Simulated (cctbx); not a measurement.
# What is wrong with this refinement?

Cell a = 7.8430 Å, b = 4.1190 Å, c = 17.2500 Å, α = 90.00°, β = 90.00°, γ = 90.00°; space group Pnma (no. 62). The compound is YbTiIn.

The data are simulated with cctbx, not measured: Cu Kα, λ = 1.54184 Å, to d = 0.8 Å, 95 % of the full sphere, strongest reflection 5000 counts, noise from counting, a 2 % proportional error and a noise floor of 2 counts (s.d.); no absorption.

An anisotropic refinement with weights 1/σ² prints:

```text
Rint 0.039, 162 unique reflections to 1.30 A
cycle     R1     wR2    GooF  max shift (A)
   1  0.0180  0.0395   1.316   0.00620
   2  0.0132  0.0282   0.937   0.00000
final R1 0.0132 wR2 0.0282 GooF 0.937  parameters 36  data/parameter 4.5
atom        x        y        z      Ueq    occ   su(xyz)  su(Uiso or U11)
Yb1    0.44430  0.75000  0.78203   0.0099  1.000  0.00014  0.0009
Yb2    0.67554  0.25000  0.44268   0.0146  1.000  0.00014  0.0009
In1    0.12348  0.25000  0.85025   0.0139  1.000  0.00019  0.0011
In2    0.99411  0.75000  0.43759   0.0158  1.000  0.00020  0.0011
Ti1    0.24657  0.75000  0.18059   0.0205  1.000  0.00051  0.0028
Ti2    0.76815  0.75000  0.56952   0.0243  1.000  0.00053  0.0030
difference map: max 0.57 min -0.62 rms 0.16
Q1    0.1746  0.7500  0.8473    4    0.58  1.61 A from Ti2
Q2    0.0268  0.9921  0.1681    8    0.58  1.58 A from In1
Q3    0.1158  0.7500  0.0961    4    0.48  1.78 A from Ti1
Q4    0.0874  0.2500  0.3844    4    0.43  1.38 A from Ti2
Q5    0.1068  0.0137  0.4745    8    0.40  1.54 A from In2
Q6    0.1650  0.0255  0.8970    8    0.39  1.27 A from In1
```

Q: Accept it or mend it, and why?

Mend it. The fault: data cut at low resolution. Against the right model at the same level, R1 goes from 0.0199 to 0.0132 and GooF from 0.96 to 0.94. The atoms are right, but there are too few data for the parameters: R1 flatters and the s.u.s grow. Data per parameter fall from 18 to 4.5.

The compound is YbTiIn. The right model at the same level gives:

```text
Rint 0.059, 649 unique reflections to 0.80 A
cycle     R1     wR2    GooF  max shift (A)
   1  0.0329  0.0675   1.541   0.00252
   2  0.0199  0.0419   0.956   0.00000
final R1 0.0199 wR2 0.0419 GooF 0.956  parameters 36  data/parameter 18.0
atom        x        y        z      Ueq    occ   su(xyz)  su(Uiso or U11)
Yb1    0.44436  0.75000  0.78210   0.0096  1.000  0.00007  0.0003
Yb2    0.67540  0.25000  0.44280   0.0141  1.000  0.00007  0.0003
In1    0.12359  0.25000  0.85040   0.0136  1.000  0.00009  0.0003
In2    0.99418  0.75000  0.43756   0.0153  1.000  0.00009  0.0004
Ti1    0.24654  0.75000  0.18057   0.0189  1.000  0.00027  0.0010
Ti2    0.76794  0.75000  0.56933   0.0238  1.000  0.00030  0.0011
difference map: max 1.40 min -1.60 rms 0.37
Q1    0.0355  0.0683  0.1654    8    1.47  1.83 A from In1
Q2    0.1542  0.2500  0.6289    4    1.44  1.18 A from Ti1
Q3    0.0617  0.7500  0.6432    4    1.41  1.58 A from Yb1
Q4    0.1767  0.6527  0.8339    8    1.26  1.73 A from In1
Q5    0.0367  0.2500  0.0696    4    1.19  1.11 A from Yb2
Q6    0.1753  0.2500  0.9818    4    1.17  1.30 A from Yb2
```

Isotropic U is held between 0.0001 and 1 Å² by the program, and listed peak heights are interpolated, so they can pass the grid's maximum.

This is a model crystal, built by substitution and not relaxed, with assumed displacement parameters.

[Middle refinement cycles are left out of these outputs.]

[Logs are printed without paths, hosts, clocks, repeated set-up lines and the standing remarks that a program may print on its own settings, such as how far it seeks lower states.]
